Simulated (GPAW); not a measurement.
## Work function of B/Pd(111) at several levels

Aim: the work function of both faces of B/Pd(111), and its spread over functionals and bases.

Method: GPAW, PAW setups; slab in vacuum, relaxation, in the first sound run; inputs show where later runs differ, in GPAW 26.7.0.

### 1. Starting point

The cell holds 5 atoms: 4 Pd and 1 B. Cell: a = 2.751 Å, b = 2.751 Å, c = 22.303 Å, α = 90.0°, β = 90.0°, γ = 60.0°. Vacuum lies along c.

Coordinates:

```cif
data_structure
_symmetry_space_group_name_H-M 'P 1'
_symmetry_Int_Tables_number 1
_cell_length_a 2.7506
_cell_length_b 2.7506
_cell_length_c 22.3032
_cell_angle_alpha 90.000
_cell_angle_beta 90.000
_cell_angle_gamma 60.000
_cell_volume 146.14
loop_
_atom_site_label
_atom_site_type_symbol
_atom_site_fract_x
_atom_site_fract_y
_atom_site_fract_z
_atom_site_occupancy
Pd1 Pd 0.00000 0.00000 0.31386 1
Pd2 Pd 0.33333 0.33333 0.41455 1
Pd3 Pd 0.66667 0.66667 0.51525 1
Pd4 Pd 0.00000 0.00000 0.61595 1
B5 B 0.66667 0.66667 0.68614 1
```

### 2. Relaxing the atoms

The atoms are relaxed first, since the surface dipole, and with it the work function, follows the positions of the outer layers. The lowest 2 atoms are held at bulk positions and keep their forces.

run.py reads:

```python
import json
import numpy as np
from ase import Atoms
from ase.constraints import FixAtoms
from ase.optimize import BFGS
from gpaw import GPAW, PW

slab = Atoms(
    ['Pd', 'Pd', 'Pd', 'Pd', 'B'],
    positions=[
        [0.00000, 0.00000, 7.00000],
        [1.37532, 0.79404, 9.24589],
        [2.75065, 1.58809, 11.49179],
        [0.00000, 0.00000, 13.73768],
        [2.75065, 1.58809, 15.30321]],
    cell=[[2.75065, 0.0, 0.0], [1.37532, 2.38213, 0.0], [0.0, 0.0, 22.30321]],
    pbc=[True, True, False])

slab.calc = GPAW(mode=PW(500), xc='PBE', kpts={'size': (13, 13, 1), 'gamma': True},
                 occupations={'name': 'fermi-dirac', 'width': 0.1}, nbands='200%',
                 convergence={'density': 1e-05}, maxiter=200,
                 poissonsolver={'dipolelayer': 'xy'},
                 symmetry={'tolerance': 1e-3, 'extra_ids': [1, 1, 0, 0, 0]}, txt='slab.txt')
result = {}
slab.set_constraint(FixAtoms([0, 1]))
path = []
opt = BFGS(slab, maxstep=0.2)
opt.attach(lambda: path.append((slab.get_potential_energy(), slab.positions.tolist(), slab.get_forces().tolist())))
result['relaxed'] = bool(opt.run(fmax=0.03, steps=40))
result['path'] = path
energy = slab.get_potential_energy()
fermi = slab.calc.get_fermi_level()
v = slab.calc.get_electrostatic_potential().mean((0, 1)) - fermi
n = slab.calc.get_pseudo_density().mean((0, 1))
L = slab.cell[2, 2]
z = np.arange(len(v)) * L / len(v)
low, high = slab.positions[:, 2].min(), slab.positions[:, 2].max()
below, above = np.interp([low - 4.8, high + 4.8], z, v)
slopes = [np.interp(x, z, np.gradient(v, z)) for x in (low - 4.8, high + 4.8)]
eps = np.array([[slab.calc.get_eigenvalues(k, s) for k in range(len(slab.calc.get_ibz_k_points()))]
                for s in range(slab.calc.get_number_of_spins())]) - fermi
top, bottom = eps[eps < 0].max(), eps[eps > 0].min()
dipole = slab.get_dipole_moment()[2]
print(f'energy {energy:.4f} eV, Fermi level {fermi:.4f} eV, dipole {dipole:.5f} e A')
print(f'potential 4.8 A off the faces, from the Fermi level: lower {below:.4f} eV, upper {above:.4f} eV')
print(f'slope of the potential there: lower {slopes[0]:.5f}, upper {slopes[1]:.5f} eV/A')
print(f'nearest levels on the mesh: {top:.4f} and {bottom:.4f} eV')
print('magnetic moment', round(slab.get_magnetic_moment(), 3))
result.update(energy=energy, fermi=fermi, dipole=dipole, below=below, above=above, slopes=slopes, edges=[top, bottom],
              z=z.tolist(), v=v.tolist(), n=n.tolist(), positions=slab.positions.tolist(),
              forces=slab.get_forces(apply_constraint=False).tolist(), moments=slab.get_magnetic_moments().tolist())
json.dump(result, open('result.json', 'w'))
```

Run with:

```bash
$ OMP_NUM_THREADS=1 OPENBLAS_NUM_THREADS=1 python run.py
```

The log of the run:

```text
Step          Energy          fmax
BFGS:    0      -19.483936        1.973706
BFGS:    1      -19.554864        1.599822
BFGS:    2      -19.693938        0.522527
BFGS:    3      -19.697410        0.446039
BFGS:    4      -19.708838        0.100548
BFGS:    5      -19.709190        0.084090
BFGS:    6      -19.709470        0.102524
BFGS:    7      -19.710159        0.123995
BFGS:    8      -19.711604        0.136278
BFGS:    9      -19.713209        0.102355
BFGS:   10      -19.713963        0.045998
BFGS:   11      -19.714170        0.009519
energy -19.6123 eV, Fermi level 1.7033 eV, dipole 0.01310 e A
potential 4.8 A off the faces, from the Fermi level: lower 5.2392 eV, upper 4.8768 eV
slope of the potential there: lower -0.00031, upper 0.00015 eV/A
nearest levels on the mesh: -0.0222 and 0.0023 eV
magnetic moment 0.0
```

The job ended after 36 min (1 thread of Arm Neoverse V1, shared host; peak memory 0.28 GiB).

Step by step:

| step | energy less that of the first step (eV) | largest force (eV/Å) |
| --- | --- | --- |
| 1 | 0.0000 | 1.9737 |
| 2 | -0.0709 | 1.5998 |
| 3 | -0.2101 | 0.5225 |
| 4 | -0.2137 | 0.4460 |
| 5 | -0.2264 | 0.1005 |
| 6 | -0.2269 | 0.0841 |
| 7 | -0.2273 | 0.1025 |
| 8 | -0.2281 | 0.1240 |
| 9 | -0.2296 | 0.1363 |
| 10 | -0.2311 | 0.1024 |
| 11 | -0.2316 | 0.0460 |
| 12 | -0.2316 | 0.0095 |

The atoms that moved most (Å):

| atom | dx | dy | dz | length |
| --- | --- | --- | --- | --- |
| Pd4 | 0.000 | 0.000 | 0.229 | 0.229 |
| Pd3 | 0.000 | 0.000 | 0.068 | 0.068 |
| B5 | 0.000 | 0.000 | -0.028 | 0.028 |

The relaxed structure:

```cif
data_structure
_symmetry_space_group_name_H-M 'P 1'
_symmetry_Int_Tables_number 1
_cell_length_a 2.7506
_cell_length_b 2.7506
_cell_length_c 22.3032
_cell_angle_alpha 90.000
_cell_angle_beta 90.000
_cell_angle_gamma 60.000
_cell_volume 146.14
loop_
_atom_site_label
_atom_site_type_symbol
_atom_site_fract_x
_atom_site_fract_y
_atom_site_fract_z
_atom_site_occupancy
Pd1 Pd 0.00000 0.00000 0.31386 1
Pd2 Pd 0.33333 0.33333 0.41455 1
Pd3 Pd 0.66667 0.66667 0.51832 1
Pd4 Pd 0.00000 0.00000 0.62620 1
B5 B 0.66667 0.66667 0.68488 1
```

Numbers from this step:

* dipole along the normal: 0.01310 e·Å
* levels nearest the Fermi level on the mesh: -0.02224, 0.002302 eV from the Fermi level
* upper work function: 4.877 eV
* lower work function: 5.239 eV

The electrostatic potential energy of an electron (without an applied field's), less the Fermi level, planar mean oscillates, so the rows of the table below give means over windows of 2.32 Å about each position, cut where the curve ends. Its maxima inside the range that stand out by 2 % of the span (Å: eV): 8.1: 0.840, 10.4: 1.16, 12.7: 1.15, 14.8: -7.97. Its minima: 7.0: -23.1, 9.2: -23.1, 11.5: -23.1, 13.9: -24.8, 15.2: -13.2.

Table of electrostatic potential energy of an electron (without an applied field's), less the Fermi level, planar mean by z; means over each step:

| z (Å) | electrostatic potential energy of an electron (without an applied field's), less the Fermi level, planar mean (eV) |
| --- | --- |
| 1.16 | 5.22 |
| 3.48 | 5.22 |
| 5.80 | -1.56 |
| 8.12 | -9.81 |
| 10.44 | -9.11 |
| 12.76 | -8.70 |
| 15.08 | -10.0 |
| 17.40 | 4.52 |
| 19.72 | 4.88 |
| 22.04 | 4.89 |

The pseudo valence density, planar mean oscillates, so the rows of the table below give means over windows of 2.23 Å about each position, cut where the curve ends. Its maxima inside the range that stand out by 2 % of the span (Å: e/Å³): 7.1: 2.69, 9.3: 2.73, 11.5: 2.74, 13.9: 2.78. Its minima: 8.2: 0.267, 10.4: 0.237, 12.8: 0.215.

The pseudo valence density, planar mean by z; means over each step:

z (Å), pseudo valence density, planar mean (e/Å³) and a bar:
```
     1.11       0.00 
     3.34       0.00 
     5.57       0.23 ######
     7.80       1.08 ############################
    10.03       1.04 ###########################
    12.26       1.03 ###########################
    14.49       1.14 ##############################
    16.72       0.06 ##
    18.95       0.00
```

The relaxation lowered the energy of the cell by 0.232 eV (energies extrapolated to zero smearing; the optimiser's log prints free energies). The largest force left on a free atom is 0.0095 eV/Å.

### 3. Plane waves, PBE

The work function is the vacuum plateau of the electrostatic potential less the Fermi level; a dipole layer lets the two faces have plateaus of their own.

This step: GPAW, PAW setups; slab in vacuum (GPAW 26.7.0).

Changes to run.py since step 2:

```diff
@@ -3,4 +3,2 @@
 from ase import Atoms
-from ase.constraints import FixAtoms
-from ase.optimize import BFGS
 from gpaw import GPAW, PW
@@ -12,5 +10,5 @@
         [1.37532, 0.79404, 9.24589],
-        [2.75065, 1.58809, 11.49179],
-        [0.00000, 0.00000, 13.73768],
-        [2.75065, 1.58809, 15.30321]],
+        [2.75065, 1.58809, 11.56028],
+        [0.00000, 0.00000, 13.96618],
+        [2.75065, 1.58809, 15.27512]],
     cell=[[2.75065, 0.0, 0.0], [1.37532, 2.38213, 0.0], [0.0, 0.0, 22.30321]],
@@ -22,10 +20,4 @@
                  poissonsolver={'dipolelayer': 'xy'},
-                 symmetry={'tolerance': 1e-3, 'extra_ids': [1, 1, 0, 0, 0]}, txt='slab.txt')
+                 symmetry={'tolerance': 1e-3}, txt='slab.txt')
 result = {}
-slab.set_constraint(FixAtoms([0, 1]))
-path = []
-opt = BFGS(slab, maxstep=0.2)
-opt.attach(lambda: path.append((slab.get_potential_energy(), slab.positions.tolist(), slab.get_forces().tolist())))
-result['relaxed'] = bool(opt.run(fmax=0.03, steps=40))
-result['path'] = path
 energy = slab.get_potential_energy()
```

The log of the run:

```text
energy -19.6123 eV, Fermi level 1.7031 eV, dipole 0.01302 e A
potential 4.8 A off the faces, from the Fermi level: lower 5.2392 eV, upper 4.8770 eV
slope of the potential there: lower -0.00024, upper 0.00011 eV/A
nearest levels on the mesh: -0.0222 and 0.0022 eV
magnetic moment 0.0
```

Wall time 3.9 min (1 thread); peak memory 0.27 GiB.

This step gave:

| Item | Value |
| --- | --- |
| dipole along the normal | 0.01302 e·Å |
| levels nearest the Fermi level on the mesh | -0.02223, 0.002213 eV from the Fermi level |

The electrostatic potential energy of an electron (without an applied field's), less the Fermi level, planar mean oscillates, so the rows of the table below give means over windows of 2.32 Å about each position, cut where the curve ends. Its maxima inside the range that stand out by 2 % of the span (Å: eV): 8.1: 0.840, 10.4: 1.16, 12.7: 1.15, 14.8: -7.96. Its minima: 7.0: -23.1, 9.2: -23.1, 11.5: -23.1, 13.9: -24.8, 15.2: -13.2.

Table of electrostatic potential energy of an electron (without an applied field's), less the Fermi level, planar mean by z; means over each step:

| z (Å) | electrostatic potential energy of an electron (without an applied field's), less the Fermi level, planar mean (eV) |
| --- | --- |
| 1.16 | 5.22 |
| 3.48 | 5.23 |
| 5.80 | -1.56 |
| 8.12 | -9.81 |
| 10.44 | -9.11 |
| 12.76 | -8.70 |
| 15.08 | -10.0 |
| 17.40 | 4.53 |
| 19.72 | 4.88 |
| 22.04 | 4.89 |

The pseudo valence density, planar mean oscillates, so the rows of the table below give means over windows of 2.23 Å about each position, cut where the curve ends. Its maxima inside the range that stand out by 2 % of the span (Å: e/Å³): 7.1: 2.69, 9.3: 2.73, 11.5: 2.74, 13.9: 2.78. Its minima: 8.2: 0.267, 10.4: 0.237, 12.8: 0.215.

The pseudo valence density, planar mean by z; means over each step:

| z (Å) | pseudo valence density, planar mean (e/Å³) |
| --- | --- |
| 1.11 | 0 |
| 3.34 | 3.7e-4 |
| 5.57 | 0.229 |
| 7.80 | 1.08 |
| 10.03 | 1.04 |
| 12.26 | 1.03 |
| 14.49 | 1.14 |
| 16.72 | 0.0643 |
| 18.95 | 1.9e-4 |

Force by atom:

```
atom  x (eV/Å)  y (eV/Å)  z (eV/Å)   size
 Pd1     0.000     0.000    -0.369  0.369
 Pd2     0.000     0.000     0.377  0.377
 Pd3     0.000     0.000    -0.002  0.002
 Pd4     0.000     0.000    -0.009  0.009
  B5     0.000     0.000     0.008  0.008
```

The potential is flat to 2.4e-4 eV/Å where it is read, so the vacuum is wide enough.

### 4. Self-consistent run: xc = "revPBE"

The same geometry under revPBE, to see how far the functional moves the levels against the vacuum.

Changes to run.py since step 3:

```diff
@@ -16,3 +16,3 @@
 
-slab.calc = GPAW(mode=PW(500), xc='PBE', kpts={'size': (13, 13, 1), 'gamma': True},
+slab.calc = GPAW(mode=PW(500), xc='revPBE', kpts={'size': (13, 13, 1), 'gamma': True},
                  occupations={'name': 'fermi-dirac', 'width': 0.1}, nbands='200%',
```

The log of the run:

```text
energy -17.2855 eV, Fermi level 1.8030 eV, dipole 0.01060 e A
potential 4.8 A off the faces, from the Fermi level: lower 5.0761 eV, upper 4.7808 eV
slope of the potential there: lower -0.00033, upper 0.00013 eV/A
nearest levels on the mesh: -0.0225 and 0.0013 eV
magnetic moment 0.0
```

The job ended after 4.3 min (1 thread; peak memory 0.27 GiB).

Numbers from this step:

```
dipole along the normal                    : 0.01060 e·Å
levels nearest the Fermi level on the mesh : -0.02249, 0.001290 eV from the Fermi level
upper work function                        : 4.781 eV
lower work function                        : 5.076 eV
```

The electrostatic potential energy of an electron (without an applied field's), less the Fermi level, planar mean oscillates, so the rows of the table below give means over windows of 2.32 Å about each position, cut where the curve ends. Its maxima inside the range that stand out by 2 % of the span (Å: eV): 8.1: 0.749, 10.4: 1.06, 12.7: 1.06, 14.8: -8.06. Its minima: 7.0: -23.1, 9.2: -23.1, 11.5: -23.2, 13.9: -24.8, 15.2: -13.3.

Electrostatic potential energy of an electron (without an applied field's), less the Fermi level, planar mean against z; means over each step:

```csv
z (Å),"electrostatic potential energy of an electron (without an applied field's), less the Fermi level, planar mean (eV)"
1.16,5.06
3.48,5.06
5.80,-1.68
8.12,-9.88
10.44,-9.18
12.76,-8.77
15.08,-10.1
17.40,4.44
19.72,4.78
22.04,4.79
```

Table of pseudo valence density, planar mean by z:

| z (Å) | pseudo valence density, planar mean (e/Å³) |
| --- | --- |
| 3.5 | 1.7e-4 |
| 4.0 | 6.5e-4 |
| 4.5 | 0.00245 |
| 5.0 | 0.00948 |
| 5.5 | 0.0400 |
| 6.0 | 0.182 |
| 6.5 | 0.850 |
| 7.0 | 2.64 |
| 7.5 | 0.905 |
| 8.0 | 0.283 |
| 8.5 | 0.429 |
| 9.0 | 1.95 |
| 9.5 | 1.94 |
| 10.0 | 0.417 |
| 10.5 | 0.254 |
| 11.0 | 0.723 |
| 11.5 | 2.66 |
| 12.0 | 1.11 |
| 12.5 | 0.282 |
| 13.0 | 0.257 |
| 13.5 | 0.994 |
| 14.0 | 2.67 |
| 14.5 | 0.885 |
| 15.0 | 0.455 |
| 15.5 | 0.299 |
| 16.0 | 0.149 |
| 16.5 | 0.0454 |
| 17.0 | 0.0116 |
| 17.5 | 0.00282 |
| 18.0 | 7.3e-4 |
| 18.5 | 2.0e-4 |

Force by atom:

```csv
atom,x (eV/Å),y (eV/Å),z (eV/Å),size
Pd1,0.000,0.000,-0.518,0.518
Pd2,0.000,0.000,0.390,0.390
Pd3,0.000,0.000,0.015,0.015
Pd4,0.000,0.000,-0.097,0.097
B5,0.000,0.000,0.208,0.208
```

The upper face's work function is 4.781 eV, against 4.877 eV in the first plane-wave PBE run at this geometry.

### 5. Self-consistent run: xc = "vdW-DF2"

The same geometry under vdW-DF2, to see how far the functional moves the levels against the vacuum (the van der Waals functionals take revPBE setups).

Changes to run.py since step 4:

```diff
@@ -16,3 +16,3 @@
 
-slab.calc = GPAW(mode=PW(500), xc='revPBE', kpts={'size': (13, 13, 1), 'gamma': True},
+slab.calc = GPAW(mode=PW(500), xc='vdW-DF2', kpts={'size': (13, 13, 1), 'gamma': True},
                  occupations={'name': 'fermi-dirac', 'width': 0.1}, nbands='200%',
```

The log of the run:

```text
energy -385.5487 eV, Fermi level 1.5552 eV, dipole 0.01024 e A
potential 4.8 A off the faces, from the Fermi level: lower 5.5845 eV, upper 5.2990 eV
slope of the potential there: lower -0.00073, upper 0.00094 eV/A
nearest levels on the mesh: -0.0008 and 0.0226 eV
magnetic moment 0.0
```

The job ended after 6.9 min (1 thread; peak memory 0.41 GiB).

This step gave:

* dipole along the normal: 0.01024 e·Å
* levels nearest the Fermi level on the mesh: -8.25e-4, 0.02262 eV from the Fermi level
* upper work function: 5.299 eV
* lower work function: 5.585 eV

The upper face's work function is 5.299 eV, against 4.877 eV in the first plane-wave PBE run at this geometry.

### 6. Self-consistent run: xc = "LDA"

The same geometry under LDA, to see how far the functional moves the levels against the vacuum.

Changes to run.py since step 5:

```diff
@@ -16,3 +16,3 @@
 
-slab.calc = GPAW(mode=PW(500), xc='vdW-DF2', kpts={'size': (13, 13, 1), 'gamma': True},
+slab.calc = GPAW(mode=PW(500), xc='LDA', kpts={'size': (13, 13, 1), 'gamma': True},
                  occupations={'name': 'fermi-dirac', 'width': 0.1}, nbands='200%',
```

The log of the run:

```text
energy -25.4224 eV, Fermi level 1.3995 eV, dipole 0.02071 e A
potential 4.8 A off the faces, from the Fermi level: lower 5.6546 eV, upper 5.0804 eV
slope of the potential there: lower -0.00019, upper 0.00014 eV/A
nearest levels on the mesh: -0.0074 and 0.0033 eV
magnetic moment 0.0
```

Run time: 4.1 min. Hardware: 1 thread; peak memory 0.27 GiB.

Numbers from this step:

```yaml
dipole_along_the_normal: 0.02071 e·Å
levels_nearest_the_fermi_level_on_the_mesh: -0.007423, 0.003337 eV from the Fermi level
upper_work_function: 5.080 eV
lower_work_function: 5.655 eV
```

The upper face's work function is 5.080 eV, against 4.877 eV in the first plane-wave PBE run at this geometry.

(Part 1 of 2 ends here.)

[Logs are printed without paths, hosts, clocks, repeated set-up lines and the standing remarks that a program may print on its own settings, such as how far it seeks lower states.]

[Hosts, paths, dates, database ids (printed as entryN), source tags and the programs' standing remarks are cut or masked in the printed files.]
